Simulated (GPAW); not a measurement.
Consider ScHO2 (R-3m).

```
Sc O H
1.0
     1.61659    0.93334    4.53092
    -1.61659    0.93334    4.53092
     0.00000   -1.86668    4.53092
Sc O H
1 2 1
Direct
  0.00000 0.00000 0.00000
  0.41030 0.41030 0.41030
  0.58970 0.58970 0.58970
  0.50000 0.50000 0.50000
```

Absorber: atom 1, with 6 O at 2.14 Å (distorted octahedral, site symmetry -3m). Method: GPAW, LDA, full core hole (charged cell), 28-atom cell with 6.7 Å between holes, 3×3×3 k points, dipole transitions, Gaussian full width 0.9 eV up to 4 eV, rising linearly to 3.5 eV at 25 eV.

Question: Where do the maxima of the Sc K edge fall?

Main maxima up to 30 eV above the zero (height): 5.1 eV (0.27), 10.9 eV (1.12), 16.6 eV (2.87) and 28.0 eV (1.82). A K edge sees empty p states. The first eV above the zero hold little dipole weight, as the lowest empty bands are of d character; the main edge, of 4p character, rises through 0.6 near 8 eV above the zero. The total-energy difference plus the lowest empty eigenvalue puts the zero at 4494.43 eV. One term is added: -21.68 eV, since the hole is spin-paired here and a spin-polarised one costs that much less in the free atom (computed apart). The photon energy is then 4472.75 eV. The tabulated edge of the element is 4492 eV. The functional and the charged cell's background leave an error in such absolute values: in the free atom LDA prices this hole 12.5 eV below PBE (computed apart), and PBE is itself good to a few eV.

The Sc K spectrum (energy from the lowest empty level; intensity scaled to a mean of 1 over the first 20 eV; polarised curves are means over the symmetry-equivalent atoms):

```
E (eV)  isotropic  ε ⊥ c  ε ∥ c
 -2.00       0.00   0.00   0.00
 -1.25       0.00   0.00   0.00
 -0.50       0.00   0.00   0.00
  0.25       0.00   0.00   0.00
  1.00       0.00   0.00   0.00
  1.75       0.00   0.00   0.00
  2.50       0.02   0.02   0.01
  3.25       0.04   0.05   0.02
  4.00       0.05   0.04   0.08
  4.75       0.22   0.09   0.47
  5.50       0.24   0.20   0.32
  6.25       0.17   0.15   0.22
  7.00       0.33   0.25   0.49
  7.75       0.63   0.45   0.97
  8.50       0.76   0.51   1.25
  9.25       0.85   0.62   1.31
 10.00       1.01   0.84   1.35
 10.75       1.12   0.99   1.38
 11.50       1.10   1.02   1.26
 12.25       1.05   0.99   1.17
 13.00       1.10   1.05   1.18
 13.75       1.35   1.37   1.32
 14.50       1.81   1.89   1.64
 15.25       2.32   2.40   2.15
 16.00       2.74   2.81   2.61
 16.75       2.86   3.03   2.50
 17.50       2.56   2.92   1.86
 18.25       2.00   2.39   1.23
 19.00       1.41   1.69   0.87
 19.75       1.01   1.17   0.69
 20.50       0.86   0.97   0.64
 21.25       0.90   0.99   0.71
 22.00       1.01   1.08   0.88
 22.75       1.12   1.13   1.11
 23.50       1.21   1.16   1.33
 24.25       1.31   1.19   1.54
 25.00       1.43   1.27   1.73
 25.75       1.57   1.41   1.90
 26.50       1.70   1.55   2.00
 27.25       1.79   1.69   2.00
 28.00       1.82   1.80   1.88
 28.75       1.78   1.85   1.66
 29.50       1.67   1.80   1.42
 30.25       1.50   1.64   1.21
 31.00       1.30   1.40   1.09
 31.75       1.13   1.16   1.07
```

Quadrupole 1s→3d transitions, which feed the pre-edge, are not in the dipole spectrum. The mesh is coarse (0.32 Å⁻¹ between points), so small maxima may be mesh ripples. Lifetime broadening is put in by hand, and intensities beyond about 20 eV depend on it and on the partial waves. The structure is a computed Materials Project entry and may be a hypothetical form.

[Banner, clock and machine lines of the logs are left out without a mark of their own.]

[Logs are printed without paths, hosts, clocks, repeated set-up lines and the standing remarks that a program may print on its own settings, such as how far it seeks lower states.]

[Hosts, paths, dates, database ids (printed as entryN), source tags and the programs' standing remarks are cut or masked in the printed files.]

[Lists of maxima count a maximum above −3 eV only where it reaches 4 % of the highest in the window and stands out from its surroundings by 2 % of it (1.5 % where it reaches 55 %); shoulders and weaker maxima are passed over, and of the rest the first, up to two pre-edge ones and the few strongest are named.]
